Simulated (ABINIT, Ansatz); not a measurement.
# TiO2 (Rutile): one start, several treatments of the self-energy, part 2 of 2

Aim: compare treatments of exchange, screening and correlation for the gap of TiO2 (Rutile).

ABINIT 10.8.3; PBE and many-body steps on it, plane waves. Known limits of the many-body steps: not at the basis limit; coarse k mesh.

So far. Step 5 (G0W0, Engel-Farid plasmon pole): Against G0W0 in ABINIT (4×4×4 mesh, 92 bands, screening to 114.3 eV, Godby-Needs plasmon pole), the gap moves by +0.113 eV. Step 6 (G0W0, von der Linden-Horsch plasmon pole): Against G0W0 in ABINIT (4×4×4 mesh, 92 bands, screening to 114.3 eV, Godby-Needs plasmon pole), the gap moves by +0.141 eV.

## 7. One-shot Hartree-Fock

This step: one-shot Hartree-Fock on PBE, plane waves, norm-conserving pseudopotentials.

Contents of run.abi:

```
acell 3*1.0 Angstrom
rprim 
  4.592200000000 0.000000000000 0.000000000000
  0.000000000000 4.592200000000 0.000000000000
  0.000000000000 0.000000000000 2.957400000000
ntypat 2
znucl 22 8
natom 6
typat 1 1 2 2 2 2
xred 
  0.000000000000 0.000000000000 0.000000000000
  0.500000000000 0.500000000000 0.500000000000
  0.304960000000 0.304960000000 0.000000000000
  0.195040000000 0.804960000000 0.500000000000
  0.695040000000 0.695040000000 0.000000000000
  0.804960000000 0.195040000000 0.500000000000
pp_dirpath "pseudos"
pseudos "Ti.upf, O.upf"
ecut 38
ngkpt 4 4 4
nshiftk 1
shiftk 0 0 0
kptopt 1
chksymbreak 0
istwfk *1
occopt 1
irdwfk 1
optdriver 4
nband 28
gwcalctyp 5
ecutsigx 38
symsigma 1
nkptgw 1
kptgw 
  0.0000000000 0.0000000000 0.0000000000
bdgw 
  22 26
ixc_sigma 40
fftgw 31
indata_prefix "in"
outdata_prefix "out"
tmpdata_prefix "tmp"
```

The run is started by

```
> OMP_NUM_THREADS=1 mpirun -n 8 abinit run.abi > log
```

What it wrote:

```text
.Version 10.8.3 of ABINIT. v10.8.2 released Aug 2026.

 Symmetries : space group P4_2/m n m (#136); Bravais tP (primitive tetrag.)
[... echo of the input left out ...]
== DATASET  1 ==================================================================
-   mpi_nproc: 8, omp_nthreads: 1 (-1 if OMP is not activated)

--- !DatasetInfo
iteration_state: {dtset: 1, }
dimensions: {natom: 6, nkpt: 18, mband: 28, nsppol: 1, nspinor: 1, nspden: 1, mpw: 4748, }
cutoff_energies: {ecut:  38.0, pawecutdg:  -1.0, }
[...]
24   5.660 -20.448 -25.098   0.000   1.000   0.000 -25.098  -4.650   1.010
       25   7.576 -20.150 -12.063   0.000   1.000   0.000 -12.063   8.087  15.663
       26   7.879 -19.778 -12.069   0.000   1.000   0.000 -12.069   7.709  15.588

== END DATASET(S) ==============================================================
================================================================================

 -outvars: echo values of variables after computation  --------
           etotal      0.0000000000E+00
            nband          28
             nkpt          18
          spgroup         136
 [... the other variables as echoed above ...]

 Calculation completed.
```

The job ended after 4 s (8 MPI ranks of Arm Neoverse N1, shared host; peak memory 1.1 GiB).

Numbers from this step:

| Item | Value |
| --- | --- |
| quasiparticle gap on the points computed | 14.58 eV |
| starting gap on the mesh | 1.917 eV |
| k of the valence top | 0, 0, 0 |
| k of the conduction bottom | 0, 0, 0 |
| least direct quasiparticle gap on the computed points | 14.58 eV |

Against G0W0 in ABINIT (4×4×4 mesh, 92 bands, screening to 114.3 eV, Godby-Needs plasmon pole), the gap moves by +11.198 eV.

## 8. Screening, 4×4×4 mesh, 92 bands, screening to 114.3 eV

This step: RPA screening on PBE, plane waves, norm-conserving pseudopotentials.

Edit run.abi of step 7 so:

```diff
@@ -27,14 +27,14 @@
 irdwfk 1
-optdriver 4
-nband 28
-gwcalctyp 5
-ecutsigx 38
-symsigma 1
-nkptgw 1
-kptgw 
-  0.0000000000 0.0000000000 0.0000000000
-bdgw 
-  22 26
-ixc_sigma 40
-fftgw 31
+optdriver 3
+nband 92
+ecuteps 4.2
+inclvkb 2
+awtr 1
+symchi 1
+gwcalctyp 2
+nfreqre 16
+freqremax 40 eV
+nfreqim 8
+spmeth 1
+nomegasf 120
 indata_prefix "in"
```

What it wrote:

```text
.Version 10.8.3 of ABINIT. v10.8.2 released Aug 2026.

 Symmetries : space group P4_2/m n m (#136); Bravais tP (primitive tetrag.)
[... echo of the input left out ...]
== DATASET  1 ==================================================================
-   mpi_nproc: 8, omp_nthreads: 1 (-1 if OMP is not activated)

--- !DatasetInfo
iteration_state: {dtset: 1, }
dimensions: {natom: 6, nkpt: 18, mband: 92, nsppol: 1, nspinor: 1, nspden: 1, mpw: 4748, }
cutoff_energies: {ecut:  38.0, pawecutdg:  -1.0, }
electrons: {nelect:   4.80000000E+01, charge:   0.00000000E+00, occopt:   1.00000000E+00, tsmear:   1.00000000E-02, }

 SCREENING: Calculation of the susceptibility and dielectric matrices

 Based on a program developped by R.W. Godby, V. Olevano, G. Onida, and L. Reining.
 Incorporated in ABINIT by V. Olevano, G.-M. Rignanese, and M. Torrent.
.Using double precision arithmetic ; gwpc =  8

[... cell and pseudopotentials left out ...]
--------------------------------------------------------------------------------

 ==== K-mesh for the wavefunctions ====
 Number of points in the irreducible wedge :    18
[... list of points left out ...]
 Together with 16 symmetry operations and time-reversal symmetry
 yields    64 points in the full Brillouin Zone.

 ==== Q-mesh for the screening function ====
 Number of points in the irreducible wedge :    18
[... list of points left out ...]
 Together with 16 symmetry operations and time-reversal symmetry
 yields    64 points in the full Brillouin Zone.

 setmesh: FFT mesh size selected  =    36x   36x   24
          total number of points  =        31104

 vcoul_init : cutoff-mode = AUXILIARY_FUNCTION
 q-points for optical limit:   1
     1)      0.000010    0.000020    0.000030

- screening: taking advantage of time-reversal symmetry
- Maximum band index for partially occupied states nbvw = 24
- Remaining bands to be divided among processors   nbcw = 68
- Number of bands treated by each node ~8

 Number of electrons calculated from density =   48.0000; Expected =   48.0000
 average of density, n =  0.114049
 r_s =    1.2792
 omega_plasma =   32.5763 [eV]

 calculating chi0 at frequencies [eV] :
  1    0.000000E+00    0.000000E+00
  2    2.666667E+00    0.000000E+00
  3    5.333333E+00    0.000000E+00
[...]
23    0.000000E+00    8.296623E+01
 24    0.000000E+00    1.168174E+02

--------------------------------------------------------------------------------
  q-point number  1        q = ( 0.000000, 0.000000, 0.000000) [r.l.u.]
--------------------------------------------------------------------------------
[... chi0 elements left out ...]
  [... further frequencies ...]

 No. of calculated frequencies >  15, stop printing
 For q-point:  0.000010 0.000020 0.000030
  dielectric constant =   8.6818
  dielectric constant without local fields =   9.0799

  Average fulfillment of the sum rule on Im[epsilon] for q-point    1 :     49.87  [%]
[... wings left out ...]
  q-point number  2        q = ( 0.250000, 0.000000, 0.000000) [r.l.u.]
--------------------------------------------------------------------------------
[... chi0 elements left out ...]
  [... further frequencies ...]

 No. of calculated frequencies >  15, stop printing
  Average fulfillment of the sum rule on Im[epsilon] for q-point    2 :     64.36  [%]

 [... 16 further q-points ...]
```

Run time: 3.7 min. Hardware: 8 MPI ranks; peak memory 3.8 GiB; 29 min of CPU time.

Numbers from this step:

```
ε∞ with local fields, on this mesh, along the program's q direction : 8.682
the same without local fields                                       : 9.080
plasma frequency                                                    : 32.58 eV
plane waves in the screening matrix                                 : 181
```

## 9. G0W0, contour deformation

This step: G0W0 on PBE, plane waves, norm-conserving pseudopotentials.

Edit run.abi of step 8 so:

```diff
@@ -27,14 +27,14 @@
 irdwfk 1
-optdriver 3
+optdriver 4
 nband 92
+gwcalctyp 2
+ecutsigx 38
+symsigma 1
+nkptgw 1
+kptgw 
+  0.0000000000 0.0000000000 0.0000000000
+bdgw 
+  22 26
 ecuteps 4.2
-inclvkb 2
-awtr 1
-symchi 1
-gwcalctyp 2
-nfreqre 16
-freqremax 40 eV
-nfreqim 8
-spmeth 1
-nomegasf 120
+irdscr 1
 indata_prefix "in"
```

What it wrote:

```text
.Version 10.8.3 of ABINIT. v10.8.2 released Aug 2026.

 Symmetries : space group P4_2/m n m (#136); Bravais tP (primitive tetrag.)
[... echo of the input left out ...]
== DATASET  1 ==================================================================
-   mpi_nproc: 8, omp_nthreads: 1 (-1 if OMP is not activated)

--- !DatasetInfo
iteration_state: {dtset: 1, }
dimensions: {natom: 6, nkpt: 18, mband: 92, nsppol: 1, nspinor: 1, nspden: 1, mpw: 4748, }
cutoff_energies: {ecut:  38.0, pawecutdg:  -1.0, }
[...]
23   5.208 -20.672 -25.174   4.878   0.716  -0.397 -20.403   0.269   5.477
[...]
26   7.879 -19.778 -12.069  -5.382   0.716  -0.396 -18.111   1.667   9.546
       26   0.000   0.000   0.000   0.000   0.000   0.000   0.000   0.000   0.000

== END DATASET(S) ==============================================================
================================================================================

 -outvars: echo values of variables after computation  --------
           etotal      0.0000000000E+00
            nband          92
             nkpt          18
          spgroup         136
 [... the other variables as echoed above ...]

 Calculation completed.
```

Run time: 7 s. Hardware: 8 MPI ranks; peak memory 1.8 GiB.

This step gave:

* G0W0 gap on the points computed: 3.396 eV
* starting gap on the mesh: 1.917 eV
* k of the valence top: 0, 0, 0
* k of the conduction bottom: 0, 0, 0
* least direct G0W0 gap on the computed points: 3.396 eV

Against G0W0 in ABINIT (4×4×4 mesh, 92 bands, screening to 114.3 eV, Godby-Needs plasmon pole), the gap moves by +0.016 eV.

## 10. The runs together

Times are wall times on 8 MPI ranks of Arm Neoverse N1, shared host, good to a factor of about two. A run's time includes the screening step that it read.

| run | mesh | bands | screening cutoff (eV) | DFT gap (eV) | gap on the mesh (eV) | direct (eV) | ε∞ used | time |
| --- | --- | --- | --- | --- | --- | --- | --- | --- |
| G0W0, Godby-Needs plasmon pole | 4×4×4 | 92 | 114.3 | 1.917 | 3.380 | 3.380 | 8.56 | 3.1 min |
| G0W0, Engel-Farid plasmon pole | 4×4×4 | 92 | 114.3 | 1.917 | 3.493 | 3.493 | 8.56 | 3 min |
| G0W0, von der Linden-Horsch plasmon pole | 4×4×4 | 92 | 114.3 | 1.917 | 3.521 | 3.521 | 8.56 | 3 min |
| one-shot Hartree-Fock | 4×4×4 | - | - | 1.917 | 14.578 | 14.578 | - | 4 s |
| G0W0, contour deformation | 4×4×4 | 92 | 114.3 | 1.917 | 3.396 | 3.396 | 8.68 | 3.8 min |

## 11. Results

```yaml
g0w0_godby_needs_plasmon_pole: 3.380 eV
g0w0_engel_farid_plasmon_pole: 3.493 eV
g0w0_von_der_linden_horsch_plasmon_pole: 3.521 eV
one_shot_hartree_fock: 14.578 eV
g0w0_contour_deformation: 3.396 eV
known_limits: not at the basis limit; coarse k mesh
```

In words: G0W0, Engel-Farid plasmon pole: +0.113 eV against G0W0, Godby-Needs plasmon pole. G0W0, von der Linden-Horsch plasmon pole: +0.141 eV against G0W0, Godby-Needs plasmon pole. One-shot Hartree-Fock: +11.198 eV against G0W0, Godby-Needs plasmon pole. G0W0, contour deformation: +0.016 eV against G0W0, Godby-Needs plasmon pole. Bare exchange alone opens the gap to 14.58 eV; against G0W0, correlation takes back 11.20 eV. Against experiment, by G0W0, Godby-Needs plasmon pole: the direct gap of 3.38 eV lies +0.35 eV from the measured 3.03 eV (direct, 1.6 K, quoted 2020); the gap of 3.38 eV lies +0.35 eV from the measured 3.03 eV (kind not stated, quoted 2016); the gap of 3.38 eV lies +0.29 eV from the measured 3.09 ± 0.06 eV (indirect, on SiO2 (quartz particles), 2024); the gap of 3.38 eV lies +0.10 eV from the measured 3.28 eV (optical, 2023); the gap of 3.38 eV lies +0.33 eV from the measured 3.05 eV (kind not stated, quoted 2021). An exciton line or allowed optical edge lies below the quasiparticle gap by the binding energy; a forbidden edge can push the onset above it. These are gaps on the mesh, at modest bands and cutoff. The calculation has static nuclei and no excitons; a measured gap holds zero-point and thermal motion, which mostly lowers it. Bands and cutoff are finite, so the gap is not at the basis limit. The miss can reach some tenths of an eV and take either sign; the mesh is an error of its own. In the first G0W0 run levels were corrected at 1 k point alone, so a gap called «on the mesh» is the least over those, and an edge elsewhere would be missed. The 4×4×4 mesh is coarse for this cell, which bears on the long-range parts of exchange and screening.

[Paths, hosts, dates, memory and timing lines, banners, echoed tables and standing remarks are left out of the program output.]

[Logs are printed without paths, hosts, clocks, repeated set-up lines and the standing remarks that a program may print on its own settings, such as how far it seeks lower states.]

[Runs of the session that timed out or met a known fault of the program may be left out.]

[No measured gap is set beside runs whose start may be inverted or whose files or cutoffs have a known fault.]

[Hosts, paths, dates, database ids (printed as entryN), source tags and the programs' standing remarks are cut or masked in the printed files.]

[G0W0 gaps are taken among the corrected bands and points alone; a level outside them can change the order at an edge.]

[Where Ansatz stands beside ABINIT at settings called matched, ABINIT's density can come from a denser mesh and the files from another edition; pairs whose starting gaps differed by over 0.03 eV were left out, so agreement reads better than it is.]
